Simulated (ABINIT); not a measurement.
# CdS (Greenockite): changed settings of a GW run in ABINIT

A base run on CdS (Greenockite), then changed inputs.

Calculated with ABINIT 10.8.3; PBE and many-body steps on it, plane waves.

Most raw output is cut from this account.

The database entry behind the starting cell differs from later determinations by our own check (about 0.35 % long), so it need not match the best structure at ambient conditions.

## (1) The structure

It takes space group P6_3mc (No. 186, hexagonal). The conventional cell has a = 4.150 Å, b = 4.150 Å, c = 6.737 Å, α = 90.00°, β = 90.00°, γ = 120.00°. Nearest to Cd lie 4 S at 2.53 to 2.54 Å. Nearest to S lie 4 Cd at 2.53 to 2.54 Å. Farther neighbours and most contacts between anions are not listed.

The cell and positions come from the Crystallography Open Database and are kept as given unless a step says otherwise.

## (2) Screening, 3×3×2 mesh, 165 bands, screening to 152.4 eV

This step: ABINIT 10.8.3; RPA screening on PBE, plane waves, norm-conserving pseudopotentials.

The RPA dielectric matrix is built and inverted for each q.

Contents of run.abi:

```
acell 3*1.0 Angstrom
rprim 
  4.149999999997 0.000000000001 0.000000000000
  -2.074999999999 3.594005425702 0.000000000000
  0.000000000000 0.000000000000 6.737000000000
ntypat 2
znucl 48 16
natom 4
typat 1 1 2 2
xred 
  0.333333333333 0.666666666667 0.000000000000
  0.666666666667 0.333333333333 0.500000000000
  0.333333333333 0.666666666667 0.375000000000
  0.666666666667 0.333333333333 0.875000000000
pp_dirpath "pseudos"
pseudos "Cd.upf, S.upf"
ecut 47
ngkpt 3 3 2
nshiftk 1
shiftk 0 0 0
kptopt 1
chksymbreak 0
istwfk *1
occopt 1
irdwfk 1
optdriver 3
nband 165
ecuteps 5.6
inclvkb 2
awtr 1
symchi 1
indata_prefix "in"
outdata_prefix "out"
tmpdata_prefix "tmp"
```

Command:

```bash
OMP_NUM_THREADS=1 mpirun -n 8 abinit run.abi > log
```

Run time: 2.6 min. Hardware: 8 MPI ranks of Arm Neoverse N1, shared host; peak memory 2.9 GiB; 21 min of CPU time.

Numbers from this step:

```
ε∞ with local fields, on this mesh, along the program's q direction : 13.91
the same without local fields                                       : 14.72
plasma frequency                                                    : 26.71 eV
plane waves in the screening matrix                                 : 403
```

Local fields lower ε∞ by 6 %. On a Γ-centred mesh this coarse the value itself is usually too large, while a short band sum pulls it down.

## (3) Base

The self-energy is evaluated for the states that the input lists, and the levels follow from it, in one-shot runs by the linearised quasiparticle equation.

This step: G0W0 on PBE, plane waves, norm-conserving pseudopotentials.

Changes to run.abi since step 2:

```diff
@@ -25,8 +25,15 @@
 irdwfk 1
-optdriver 3
+optdriver 4
 nband 165
+gwcalctyp 0
+ecutsigx 47
+symsigma 1
+nkptgw 1
+kptgw 
+  0.0000000000 0.0000000000 0.0000000000
+bdgw 
+  25 28
 ecuteps 5.6
-inclvkb 2
-awtr 1
-symchi 1
+irdscr 1
+ppmodel 1
 indata_prefix "in"
```

Wall time 16 s (8 MPI ranks); peak memory 2.1 GiB; 2 min of CPU time.

Numbers from this step:

```yaml
g0w0_gap_on_the_points_computed: 2.006 eV
starting_gap_on_the_mesh: 1.175 eV
k_of_the_valence_top: 0, 0, 0
k_of_the_conduction_bottom: 0, 0, 0
z_at_the_valence_top: 0.778
z_at_the_conduction_bottom: 0.812
least_direct_g0w0_gap_on_the_computed_points: 2.006 eV
```

The gap on the mesh goes from 1.18 eV to 2.01 eV, a correction of +0.83 eV.

## (4) Coulomb singularity

Changes to run.abi since step 3:

```diff
@@ -38,2 +38,3 @@
 ppmodel 1
+gw_icutcoul 3
 indata_prefix "in"
```

It took 16 s on 8 MPI ranks; peak memory 2.1 GiB; 2 min of CPU time.

This step gave:

- G0W0 gap on the points computed: 2 eV
- starting gap on the mesh: 1.175 eV
- k of the valence top: 0, 0, 0
- k of the conduction bottom: 0, 0, 0
- Z at the valence top: 0.782
- Z at the conduction bottom: 0.817
- least direct G0W0 gap on the computed points: 2 eV

Against G0W0 in ABINIT (3×3×2 mesh, 165 bands, screening to 152.4 eV, Godby-Needs plasmon pole), the gap moves by −0.006 eV.

## (5) The runs together

Times are wall times on 8 MPI ranks of Arm Neoverse N1, shared host, good to a factor of about two. A run's time includes the screening step that it read.

| run | mesh | bands | screening cutoff (eV) | DFT gap (eV) | gap on the mesh (eV) | direct (eV) | ε∞ used | time |
| --- | --- | --- | --- | --- | --- | --- | --- | --- |
| base | 3×3×2 | 165 | 152.4 | 1.175 | 2.006 | 2.006 | 13.91 | 2.9 min |
| Coulomb singularity | 3×3×2 | 165 | 152.4 | 1.175 | 2.000 | 2.000 | 13.91 | 2.9 min |

## (6) Results

```yaml
base: 2.006 eV
coulomb_singularity: 2.000 eV
known_limits: not at the basis limit; no spin-orbit coupling; coarse k mesh
```

In words: Coulomb singularity: −0.006 eV against base (keys changed: gw_icutcoul). Bands and cutoff are finite, so the gap is not at the basis limit. The miss can reach some tenths of an eV and take either sign; the mesh is an error of its own. In the first G0W0 run levels were corrected at 1 k point alone, so a gap called «on the mesh» is the least over those, and an edge elsewhere would be missed. The 3×3×2 mesh is coarse for this cell, which bears on the long-range parts of exchange and screening. The many-body steps are scalar-relativistic: spin-orbit coupling is not in them.

[Paths, hosts, dates, memory and timing lines, banners, echoed tables and standing remarks are left out of the program output.]

[Logs are printed without paths, hosts, clocks, repeated set-up lines and the standing remarks that a program may print on its own settings, such as how far it seeks lower states.]

[Runs of the session that timed out or met a known fault of the program may be left out.]

[No measured gap is set beside runs whose start may be inverted or whose files or cutoffs have a known fault.]

[Hosts, paths, dates, database ids (printed as entryN), source tags and the programs' standing remarks are cut or masked in the printed files.]

[G0W0 gaps are taken among the corrected bands and points alone; a level outside them can change the order at an edge.]

[Where Ansatz stands beside ABINIT at settings called matched, ABINIT's density can come from a denser mesh and the files from another edition; pairs whose starting gaps differed by over 0.03 eV were left out, so agreement reads better than it is.]
